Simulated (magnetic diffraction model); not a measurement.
## Magnetic neutron pattern of KCoI₂F

Space group P4/mbm (no. 127), a = 7.3510 Å, c = 10.4960 Å.

| site | atom | x | y | z |
| --- | --- | --- | --- | --- |
| 4g | I | 0.7446 | 0.7554 | 0 |
| 4h | I | 0.7283 | 0.2283 | 1/2 |
| 2a | Co | 1/2 | 1/2 | 0 |
| 2b | Co | 0 | 0 | 1/2 |
| 4f | K | 1/2 | 0 | 0.2443 |
| 4e | F | 1/2 | 1/2 | 0.7498 |

The compound is invented for this exercise: a known structure type with other elements, its cell scaled to their sizes and not relaxed.

Only Co is taken to order (form factors of Co2+); orders and moment sizes are assumed, and not adapted to the symmetry. Radiation: neutrons of λ = 1.909 Å, 3° to 40°; isotropic B of 0.66 Å² (I), 0.79 Å² (Co), 0.72 Å² (K) and 0.87 Å² (F). Simulated constant-wavelength pattern: nuclear and magnetic terms add, the magnetic one as |2.695 fm × Σ f S⊥ exp(2πi Q·r) exp(−B s²)|², summed over all Q at one angle with the factor 1/(sin²θ cos θ). For collinear order S is the moment m, which repeats by lattice and centring translations R with the sign exp(−2πi k·R). Free-ion form factors, Sears's scattering lengths of 1992, no absorption; a label names one of the reflections at its angle. The strongest nuclear line in the range is 100, and lines under 0.2 are left out.

Assume the order k = (1/2 0 1/2), collinear moments along [111], 2.48 μB on Co; signs + at (1/2, 1/2, 0), − at (0, 0, 1/2), + at (0, 0, 0), − at (1/2, 1/2, 1/2).

Predict the pattern, nuclear and magnetic parts apart.

```
2θ (°)        index  nuclear  magnetic
  9.09  (1/2 0 1/2)      0.0      19.3
 17.38  (1/2 0 3/2)      0.0       4.0
 17.50  (1/2 1 1/2)      0.0      10.6
 20.96      (0 0 2)      3.6       0.0
 21.16      (1 1 0)      9.5       0.0
 22.98  (1/2 1 3/2)      0.0       4.9
 23.07  (3/2 0 1/2)      0.0       2.9
 27.35  (1/2 0 5/2)      0.0       1.3
 27.51  (3/2 0 3/2)      0.0       1.7
 27.59  (3/2 1 1/2)      0.0       3.7
 30.10      (2 0 0)      0.5       0.0
 31.30  (1/2 1 5/2)      0.0       2.1
 31.44  (3/2 1 3/2)      0.0       2.5
 31.51  (1/2 2 1/2)      0.0       2.7
 33.76      (2 1 0)      0.5       0.0
 34.84  (3/2 0 5/2)      0.0       0.8
 34.97  (1/2 2 3/2)      0.0       1.9
 35.43      (2 1 1)      2.3       0.0
 36.97      (2 0 2)    100.0       0.0
 37.91  (1/2 0 7/2)      0.0       0.6
 38.09  (3/2 1 5/2)      0.0       1.4
 38.27  (5/2 0 1/2)      0.0       2.4
```

The strongest magnetic line in the range is (1/2 0 1/2) at 9.09° (19.3). On top of the Lorentz factor, which all lines share, magnetic lines fade with angle because f falls: for Co2+ it is 0.91, 0.71, 0.49 and 0.18 at sin θ/λ = 0.1, 0.2, 0.3 and 0.5 Å⁻¹, while nuclear lengths stay constant. The order has no net moment.

[Logs are printed without paths, hosts, clocks, repeated set-up lines and the standing remarks that a program may print on its own settings, such as how far it seeks lower states.]
